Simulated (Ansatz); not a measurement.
# ZnIn2 (built on the sites of a database entry of MgB2): a soft mode frozen in, part 2 of 3

Wanted: the energy along a soft mode of ZnIn2 (built on the sites of a database entry of MgB2) and the structure at the end.

Ansatz 0.2.0; DFT PBEsol, scalar-relativistic, plane waves, norm-conserving pseudopotentials.

So far. Step 4 (The mode frozen in, largest atomic shift 0.6 Å): The run ends at a pressure of -0.59 GPa, with forces up to 0.084 eV/Å. Step 5 (Energy along the mode, all amplitudes (two of the runs …): The lowest of the steps tried is the last one, at 0.6 Å, 38.2 meV/atom below the parent; the bottom of the well need not coincide with a step.

The structure was built from a prototype and need not be the compound's stable phase.

**6. Relaxing from the distorted cell**

Starting from the lowest point found, all atoms and the cell are let go, so that strain and other modes of the same symmetry can join in.

Input file input.yaml:

```yaml
crystal:
  lattice:
    - [5.149492037, 4.0657e-06, 0.0]
    - [-2.5747495395, 4.4595888878, 0.0]
    - [0.0, 0.0, 2.9900494017]
  atoms:
    - { symbol: Zn, position: [0.0, 0.0, 0.0] }
    - { symbol: In, position: [0.3333333333, 0.6666666667, 0.7006655809] }
    - { symbol: In, position: [0.6666666667, 0.3333333333, 0.2993344191] }
kpoints:
  mp_grid: { grid: [12, 12, 16] }
hamiltonian:
  xc: pbesol
  pseudopotentials: { kind: nc }
scf:
  occupations: { method: methfessel_paxton, width: 0.2 }
output:
  forces: true
  stress: true
  eigenvalues: true
relax:
  adjacent_minimum: "off"
  f_tol: 0.002
  max_steps: 120
  cell: { stress_tol: 0.03 }
```

Command:

```console
$ ansatz run input.yaml --threads 8 --pin off --max-ram 14336MiB --backend cpu --events-out ev --progress --plain --runs-dir out
```

Numbers of over 12 decimals in the logs are rounded to 6 here.

The log of the run:

```text
[...]
Crystal: 3 atoms, lattice volume = 68.665 Å³
Basis set: ecut = 1142.878222 eV, 6035 PW (Γ), exchange–correlation on 120×120×72 points (8 copies of the dense FFT grid, shifted against one another)
Bands: 28, of which v1, the nominal top of the filled ones, is band 23 counted from 1 (22 counted from 0)
Symmetry: 12 space group operations
[...]
k-points: 255 of 2304
[...]
SCF iter   1: F=—  HF=-9292.678349 eV  |F-HF|=—  |Δ(HF+E_count)|=         —  Δρ=1.97e-2  dr2=3.38e-1  ethr=3.10e-3  ⟨swp⟩=5.3  Hψ=27620  notcnv=0
[...]
SCF iter   9: F=-9292.551560 eV  HF=-9292.551560 eV  |F-HF|=3.61e-9  |Δ(HF+E_count)|=   3.47e-8  S|Δr|=    0.00e0  Δρ=3.49e-6  dr2=4.31e-9  ethr=2.17e-10  ⟨swp⟩=10.8  Hψ=39498  notcnv=0
SCF 1 converged in 9 iterations: F = -9292.551560 eV  dr2 = 4.31e-9
relax step   1: F+E_penalty+E_count = -9292.55156042 eV  Δ(F+E_penalty+E_count) = +0.000e0 eV  max|allowed force component| = 8.367e-2 eV/Å  Δτ_max = 0.0000 Å  P = -0.589 GPa  Ω = 68.665 Å³  (9 SCF iters, dr2 threshold 1.00e-7 eV, accepted)
Crystal: 3 atoms, lattice volume = 67.587 Å³
Basis set: ecut = 1142.878222 eV, 5933 PW (Γ), exchange–correlation on 120×120×72 points (8 copies of the dense FFT grid, shifted against one another)
[...]
SCF iter   5: F=-9292.584429 eV  HF=-9292.584429 eV  |F-HF|=1.14e-7  |Δ(HF+E_count)|=   9.07e-7  S|Δr|=    0.00e0  Δρ=3.08e-5  dr2=2.79e-7  ethr=6.52e-10  ⟨swp⟩=9.0  Hψ=53430  notcnv=0
SCF 2 converged in 5 iterations: F = -9292.584429 eV  dr2 = 2.79e-7
relax step   2: F+E_penalty+E_count = -9292.58442873 eV  Δ(F+E_penalty+E_count) = -3.287e-2 eV  max|allowed force component| = 7.679e-2 eV/Å  Δτ_max = 0.0368 Å  P = -0.069 GPa  Ω = 67.587 Å³  energy of the carried Pulay correction = +2.931e-5 eV  (5 SCF iters, dr2 threshold 3.00e-7 eV, accepted)
Crystal: 3 atoms, lattice volume = 67.773 Å³
Basis set: ecut = 1142.878222 eV, 5903 PW (Γ), exchange–correlation on 120×120×72 points (8 copies of the dense FFT grid, shifted against one another)
[...]
SCF iter   6: F=-9292.620493 eV  HF=-9292.620494 eV  |F-HF|=9.86e-8  |Δ(HF+E_count)|=   3.87e-8  S|Δr|=    0.00e0  Δρ=1.60e-5  dr2=1.49e-7  ethr=6.52e-10  ⟨swp⟩=11.3  Hψ=47882  notcnv=0
SCF 3 converged in 6 iterations: F = -9292.620493 eV  dr2 = 1.49e-7
relax step   3: F+E_penalty+E_count = -9292.62049348 eV  Δ(F+E_penalty+E_count) = -3.606e-2 eV  max|allowed force component| = 2.551e-2 eV/Å  Δτ_max = 0.1123 Å  P = -0.224 GPa  Ω = 67.773 Å³  energy of the carried Pulay correction = +2.421e-5 eV  (6 SCF iters, dr2 threshold 3.00e-7 eV, accepted)
[... from here on, the SCF cycles and remarks between the steps are left out ...]
relax step   4: F+E_penalty+E_count = -9292.63121439 eV  Δ(F+E_penalty+E_count) = -1.072e-2 eV  max|allowed force component| = 2.675e-2 eV/Å  Δτ_max = 0.0219 Å  P = +0.076 GPa  Ω = 67.198 Å³  energy of the carried Pulay correction = +4.000e-5 eV  (5 SCF iters, dr2 threshold 3.00e-7 eV, accepted)
relax step   5: F+E_penalty+E_count = -9292.63602682 eV  Δ(F+E_penalty+E_count) = -4.812e-3 eV  max|allowed force component| = 4.425e-2 eV/Å  Δτ_max = 0.0531 Å  P = -0.507 GPa  Ω = 67.327 Å³  energy of the carried Pulay correction = +3.644e-5 eV  (5 SCF iters, dr2 threshold 3.00e-7 eV, accepted)
relax step   6: F+E_penalty+E_count = -9292.46544348 eV  Δ(F+E_penalty+E_count) = +1.706e-1 eV  max|allowed force component| = 3.243e-1 eV/Å  Δτ_max = 0.0806 Å  P = +7.220 GPa  Ω = 60.693 Å³  energy of the carried Pulay correction = +2.283e-4 eV  (6 SCF iters, dr2 threshold 3.00e-7 eV, rejected (line search))
relax step   7: F+E_penalty+E_count = -9292.63877418 eV  Δ(F+E_penalty+E_count) = -2.747e-3 eV  max|allowed force component| = 5.301e-3 eV/Å  Δτ_max = 0.0294 Å  P = +0.202 GPa  Ω = 66.780 Å³  energy of the carried Pulay correction = +5.154e-5 eV  (10 SCF iters, accepted)
relax step   8: F+E_penalty+E_count = -9292.63892353 eV  Δ(F+E_penalty+E_count) = -1.494e-4 eV  max|allowed force component| = 5.785e-3 eV/Å  Δτ_max = 0.0000 Å  P = -0.184 GPa  Ω = 67.188 Å³  energy of the carried Pulay correction = +4.027e-5 eV  (4 SCF iters, dr2 threshold 2.73e-7 eV, accepted)
relax step   9: F+E_penalty+E_count = -9292.63909729 eV  Δ(F+E_penalty+E_count) = -1.738e-4 eV  max|allowed force component| = 5.615e-5 eV/Å  Δτ_max = 0.0037 Å  P = -0.005 GPa  Ω = 66.970 Å³  energy of the carried Pulay correction = +4.629e-5 eV  (4 SCF iters, dr2 threshold 1.37e-7 eV, accepted)
relax step  10: F+E_penalty+E_count = -9292.64889375 eV  Δ(F+E_penalty+E_count) = -9.796e-3 eV  max|allowed force component| = 4.184e-5 eV/Å  Δτ_max = 0.0000 Å  P = +0.373 GPa  Ω = 66.970 Å³  stress off target by 1.01e0 GPa  SCF on the basis re-selected at this cell (its energy is not comparable with the rows above)  (6 SCF iters)
relax step  11: F+E_penalty+E_count = -9292.65784507 eV  Δ(F+E_penalty+E_count) = -8.951e-3 eV  max|allowed force component| = 1.161e-2 eV/Å  Δτ_max = 0.0112 Å  P = +0.204 GPa  Ω = 67.317 Å³  energy of the carried Pulay correction = -9.128e-6 eV  (5 SCF iters, dr2 threshold 3.00e-7 eV, accepted)
relax step  12: F+E_penalty+E_count = -9292.66571438 eV  Δ(F+E_penalty+E_count) = -7.869e-3 eV  max|allowed force component| = 3.057e-3 eV/Å  Δτ_max = 0.0094 Å  P = +0.145 GPa  Ω = 67.759 Å³  energy of the carried Pulay correction = -2.023e-5 eV  (5 SCF iters, dr2 threshold 3.00e-7 eV, accepted)
relax step  13: F+E_penalty+E_count = -9292.66639002 eV  Δ(F+E_penalty+E_count) = -6.756e-4 eV  max|allowed force component| = 7.457e-3 eV/Å  Δτ_max = 0.0018 Å  P = +0.036 GPa  Ω = 67.969 Å³  energy of the carried Pulay correction = -2.577e-5 eV  (4 SCF iters, dr2 threshold 1.67e-7 eV, accepted)
relax step  14: F+E_penalty+E_count = -9292.66211160 eV  Δ(F+E_penalty+E_count) = +4.278e-3 eV  max|allowed force component| = 6.129e-3 eV/Å  Δτ_max = 0.0104 Å  P = -0.308 GPa  Ω = 68.397 Å³  energy of the carried Pulay correction = -3.641e-5 eV  (6 SCF iters, dr2 threshold 4.98e-8 eV, rejected (line search))
relax step  15: F+E_penalty+E_count = -9292.66677254 eV  Δ(F+E_penalty+E_count) = -3.825e-4 eV  max|allowed force component| = 3.916e-3 eV/Å  Δτ_max = 0.0060 Å  P = -0.006 GPa  Ω = 68.026 Å³  energy of the carried Pulay correction = -2.717e-5 eV  (9 SCF iters, accepted)
relax step  16: F+E_penalty+E_count = -9292.66691036 eV  Δ(F+E_penalty+E_count) = -1.378e-4 eV  max|allowed force component| = 1.340e-3 eV/Å  Δτ_max = 0.0002 Å  P = -0.021 GPa  Ω = 68.063 Å³  energy of the carried Pulay correction = -2.806e-5 eV  (5 SCF iters, dr2 threshold 1.39e-8 eV, accepted)
relax step  17: F+E_penalty+E_count = -9292.66692514 eV  Δ(F+E_penalty+E_count) = -1.478e-5 eV  max|allowed force component| = 9.029e-5 eV/Å  Δτ_max = 0.0000 Å  P = -0.005 GPa  Ω = 68.045 Å³  energy of the carried Pulay correction = -2.755e-5 eV  (5 SCF iters, dr2 threshold 2.97e-9 eV, accepted)
relax step  18: F+E_penalty+E_count = -9292.66973004 eV  Δ(F+E_penalty+E_count) = -2.805e-3 eV  max|allowed force component| = 8.549e-5 eV/Å  Δτ_max = 0.0000 Å  P = +0.126 GPa  Ω = 68.045 Å³  stress off target by 3.41e-1 GPa  SCF on the basis re-selected at this cell (its energy is not comparable with the rows above)  (6 SCF iters)
relax step  19: F+E_penalty+E_count = -9292.67087598 eV  Δ(F+E_penalty+E_count) = -1.146e-3 eV  max|allowed force component| = 2.064e-4 eV/Å  Δτ_max = 0.0023 Å  P = +0.083 GPa  Ω = 68.192 Å³  energy of the carried Pulay correction = -4.041e-6 eV  (4 SCF iters, dr2 threshold 2.91e-7 eV, accepted)
relax step  20: F+E_penalty+E_count = -9292.67152397 eV  Δ(F+E_penalty+E_count) = -6.480e-4 eV  max|allowed force component| = 9.751e-4 eV/Å  Δτ_max = 0.0028 Å  P = -0.004 GPa  Ω = 68.448 Å³  energy of the carried Pulay correction = -1.163e-5 eV  (5 SCF iters, dr2 threshold 1.13e-7 eV, accepted)
relax step  21: F+E_penalty+E_count = -9292.67161860 eV  Δ(F+E_penalty+E_count) = -9.463e-5 eV  max|allowed force component| = 1.094e-3 eV/Å  Δτ_max = 0.0021 Å  P = +0.032 GPa  Ω = 68.433 Å³  energy of the carried Pulay correction = -1.114e-5 eV  (8 SCF iters, accepted)
relax step  22: F+E_penalty+E_count = -9292.66874130 eV  Δ(F+E_penalty+E_count) = +2.877e-3 eV  max|allowed force component| = 3.191e-3 eV/Å  Δτ_max = 0.0099 Å  P = -0.010 GPa  Ω = 68.645 Å³  energy of the carried Pulay correction = -1.776e-5 eV  (7 SCF iters, dr2 threshold 1.12e-8 eV, rejected (line search))
relax step  23: F+E_penalty+E_count = -9292.67166441 eV  Δ(F+E_penalty+E_count) = -4.581e-5 eV  max|allowed force component| = 2.770e-3 eV/Å  Δτ_max = 0.0010 Å  P = -0.048 GPa  Ω = 68.576 Å³  energy of the carried Pulay correction = -1.570e-5 eV  (9 SCF iters, accepted)
relax step  24: F+E_penalty+E_count = -9292.67192103 eV  Δ(F+E_penalty+E_count) = -2.566e-4 eV  max|allowed force component| = 7.573e-4 eV/Å  Δτ_max = 0.0040 Å  P = -0.006 GPa  Ω = 68.576 Å³  energy of the carried Pulay correction = -1.564e-5 eV  (6 SCF iters, dr2 threshold 1.21e-8 eV, accepted)
relax step  25: F+E_penalty+E_count = -9292.67189510 eV  Δ(F+E_penalty+E_count) = +2.593e-5 eV  max|allowed force component| = 1.814e-3 eV/Å  Δτ_max = 0.0001 Å  P = -0.003 GPa  Ω = 68.594 Å³  energy of the carried Pulay correction = -1.620e-5 eV  (7 SCF iters, rejected (line search))
relax step  26: F+E_penalty+E_count = -9292.67192367 eV  Δ(F+E_penalty+E_count) = -2.637e-6 eV  max|allowed force component| = 9.432e-4 eV/Å  Δτ_max = 0.0003 Å  P = +0.014 GPa  Ω = 68.554 Å³  energy of the carried Pulay correction = -1.490e-5 eV  (7 SCF iters, accepted)
relax step  27: F+E_penalty+E_count = -9292.67220548 eV  Δ(F+E_penalty+E_count) = -2.818e-4 eV  max|allowed force component| = 9.443e-4 eV/Å  Δτ_max = 0.0000 Å  P = +0.031 GPa  Ω = 68.554 Å³  stress off target by 6.17e-2 GPa  SCF on the basis re-selected at this cell (its energy is not comparable with the rows above)  (5 SCF iters)
relax step  28: F+E_penalty+E_count = -9292.67223815 eV  Δ(F+E_penalty+E_count) = -3.267e-5 eV  max|allowed force component| = 3.960e-5 eV/Å  Δτ_max = 0.0007 Å  P = +0.007 GPa  Ω = 68.603 Å³  energy of the carried Pulay correction = -1.315e-6 eV  (4 SCF iters, dr2 threshold 9.52e-9 eV, accepted)
[...]
SCF iter   6: F=-9292.672240 eV  HF=-9292.672240 eV  |F-HF|=1.82e-12  |Δ(HF+E_count)|=  1.46e-11  S|Δr|=    0.00e0  Δρ=6.50e-8  dr2=1.34e-12  ethr=1.00e-12  ⟨swp⟩=8.9  Hψ=48727  notcnv=0
SCF 29 converged in 6 iterations: F = -9292.672240 eV  dr2 = 1.34e-12
relax step  29: F+E_penalty+E_count = -9292.67223972 eV  Δ(F+E_penalty+E_count) = -1.568e-6 eV  max|allowed force component| = 3.510e-5 eV/Å  Δτ_max = 0.0000 Å  P = +0.007 GPa  Ω = 68.603 Å³  stress off target by 1.47e-2 GPa  SCF on the basis re-selected at this cell (its energy is not comparable with the rows above)  (6 SCF iters)
[...]
SCF converged after 6 iterations
[...]
Free energy (F): -9292.672240 eV
[...]
Internal energy: -9292.672881 eV  (E = F + TS)
E sigma→0 (E₀):  -9292.672400 eV
Entropy (-TS):   0.000641 eV (0.214 meV/atom)
Fermi energy:    11.033247 eV
[...]
--- Forces (eV/Å), atoms counted from 1 ---
  atom   1  Zn    -0.00000000    -0.00000000     0.00000000
  atom   2  In     0.00000000     0.00000000    -0.00003510
  atom   3  In     0.00000000    -0.00000000     0.00003510
  max |Σ_I F_I| component: 4.63e-18 eV/Å
--- Stress (GPa, compression-positive) ---
        0.002510      -0.000000       0.000000
        0.000000       0.002510      -0.000000
        0.000000      -0.000000       0.014665
  P = ⅓ Tr σ = 0.0066 GPa (0.066 kbar)
--- Band table (eV; the first three rows and the last of 255) ---
  k-point 0: bands = [... 19 lower, 3.8932, 10.7207, 11.3219, 11.8858, 11.8858, 12.2398, 12.2398, 13.6484, ... 1 higher]
  k-point 1: bands = [... 19 lower, 3.8918, 10.2635, 11.5872, 11.9180, 11.9180, 12.2824, 12.2824, 13.4508, ... 1 higher]
  k-point 2: bands = [... 19 lower, 3.8878, 9.4443, 11.9250, 12.0119, 12.0119, 12.4104, 12.4104, 13.2704, ... 1 higher]
  k-point 254: bands = [... 19 lower, 7.0522, 7.0522, 7.6225, 8.3965, 8.3965, 9.2738, 17.4126, 17.4126, ... 1 higher]
--- Relaxed structure (25 steps of the walk, 21 accepted, 4 SCFs on fresh bases) ---
  F+E_penalty+E_count = -9292.67223972 eV   max|allowed force component| = 3.510e-5 eV/Å   (the final SCF, on the basis selected at the relaxed cell)
  cell:  # Å, volume = 68.6030 Å³
    - [4.554464, 3.5959050592600823e-6, 0]
    - [-2.277235, 3.944279, 0]
    - [0, 0, 3.818895]
  atoms:
    - { symbol: Zn, position: [0, 0, 7.735539865397209e-19] }
    - { symbol: In, position: [0.333333, 0.666667, 0.722224] }
    - { symbol: In, position: [0.666667, 0.333333, 0.277776] }
```

Run time: 4.9 min. Hardware: 8 threads of Arm Neoverse V2, shared host; peak memory 1.7 GiB; 39 min of CPU time.

Relaxation path (22 of 29):

| step | energy less that of the first step (eV) | largest force component (eV/Å) | pressure (GPa) | volume (Å³) |
| --- | --- | --- | --- | --- |
| 1 | 0.0000 | 0.0837 | -0.59 | 68.67 |
| 2 | -0.0329 | 0.0768 | -0.07 | 67.59 |
| 4 | -0.0797 | 0.0268 | 0.08 | 67.20 |
| 5 | -0.0845 | 0.0443 | -0.51 | 67.33 |
| 6 | 0.0861 | 0.3243 | 7.22 | 60.69 |
| 8 | -0.0874 | 0.0058 | -0.18 | 67.19 |
| 9 | -0.0875 | 0.0001 | -0.01 | 66.97 |
| 10* | -0.0973 | 0.0000 | 0.37 | 66.97 |
| 12 | -0.1142 | 0.0031 | 0.15 | 67.76 |
| 13 | -0.1148 | 0.0075 | 0.04 | 67.97 |
| 14 | -0.1106 | 0.0061 | -0.31 | 68.40 |
| 16 | -0.1154 | 0.0013 | -0.02 | 68.06 |
| 17 | -0.1154 | 0.0001 | 0.00 | 68.04 |
| 18* | -0.1182 | 0.0001 | 0.13 | 68.04 |
| 20 | -0.1200 | 0.0010 | 0.00 | 68.45 |
| 21 | -0.1201 | 0.0011 | 0.03 | 68.43 |
| 22 | -0.1172 | 0.0032 | -0.01 | 68.65 |
| 24 | -0.1204 | 0.0008 | -0.01 | 68.58 |
| 25 | -0.1203 | 0.0018 | 0.00 | 68.59 |
| 26 | -0.1204 | 0.0009 | 0.01 | 68.55 |
| 28 | -0.1207 | 0.0000 | 0.01 | 68.60 |
| 29* | -0.1207 | 0.0000 | 0.01 | 68.60 |

Relaxation steps marked * repeat the geometry before them on a plane-wave basis chosen anew for their cell, so energy and pressure can jump there. Other such steps can lie between the rows shown. Relaxation steps 6, 14, 22, 25 were tried and not accepted.

The run keeps the 12 symmetry operations that it works with, so distortions that break them were not tested.

| cell as run | before | after | change |
| --- | --- | --- | --- |
| a (Å) | 5.149 | 4.554 | -11.6 % |
| b (Å) | 5.149 | 4.554 | -11.6 % |
| c (Å) | 2.990 | 3.819 | +27.7 % |
| volume (Å³/atom) | 22.89 | 22.87 | -0.1 % |

The atoms that moved most (Å, as changes of fractional coordinates times the final cell):

| atom | dx | dy | dz | length |
| --- | --- | --- | --- | --- |
| In3 | 0.000 | 0.000 | -0.082 | 0.082 |
| In2 | 0.000 | 0.000 | 0.082 | 0.082 |

The relaxed structure:

```xyz
3
Lattice="4.5545 0.0000 0.0000 -2.2772 3.9443 0.0000 0.0000 0.0000 3.8189" Properties=species:S:1:pos:R:3 pbc="T T T"
Zn    0.0000    0.0000    0.0000
In    0.0000    2.6295    2.7581
In    2.2772    1.3148    1.0608
```

Numbers from this step:

| Property | Result |
| --- | --- |
| pressure | 0.006561 GPa |
| volume per atom | 22.87 Å³ |

The distorted start has space group P-3m1; the relaxation ends in P-3m1.

**7. The new phase in its own primitive cell**

The relaxed structure is symmetrised, reduced to its primitive cell and relaxed tightly, as its phonons need.

input.yaml, the sections that differ from step 6:

```yaml
crystal:
  lattice:
    - [4.5544637115, 0.0, 0.0]
    - [-2.2772318558, 3.9442812748, 0.0]
    - [0.0, 0.0, 3.8188951839]
  atoms:
    - { symbol: Zn, position: [0.0, 0.0, 0.0] }
    - { symbol: In, position: [0.3333333333, 0.6666666667, 0.7222235725] }
    - { symbol: In, position: [0.6666666667, 0.3333333333, 0.2777764275] }
kpoints:
  mp_grid: { grid: [12, 12, 12] }
relax:
  adjacent_minimum: "off"
  f_tol: 0.001
  max_steps: 60
  cell: { stress_tol: 0.01 }
# hamiltonian, scf, output: as in step 6
```

The log of the run:

```text
[...]
Crystal: 3 atoms, lattice volume = 68.603 Å³
Basis set: ecut = 1142.878222 eV, 6081 PW (Γ), exchange–correlation on 108×108×90 points (8 copies of the dense FFT grid, shifted against one another)
Bands: 28, of which v1, the nominal top of the filled ones, is band 23 counted from 1 (22 counted from 0)
Symmetry: 12 space group operations
[...]
k-points: 193 of 1728
[...]
--- Relaxed structure (7 steps of the walk, 6 accepted, 1 SCFs on fresh bases) ---
[...]
cell:  # Å, volume = 68.4823 Å³
    - [4.600316, 2.915796329545625e-11, 0]
    - [-2.300158, 3.983991, 0]
    - [0, 0, 3.736566]
  atoms:
    - { symbol: Zn, position: [0, 0, 0.0] }
    - { symbol: In, position: [0.333333, 0.666667, 0.724208] }
    - { symbol: In, position: [0.666667, 0.333333, 0.275792] }
[key lines of the parts left out:]
SCF converged after 6 iterations
Free energy (F): -9292.675278 eV
Fermi energy:    11.095532 eV
P = ⅓ Tr σ = 0.0022 GPa (0.022 kbar)
```

It took 61 s on 8 threads; peak memory 1.4 GiB.

(Continued in part 3 of 3.)

[Logs are printed without paths, hosts, clocks, repeated set-up lines and the standing remarks that a program may print on its own settings, such as how far it seeks lower states.]

[Hosts, paths, dates, database ids (printed as entryN), source tags and the programs' standing remarks are cut or masked in the printed files.]
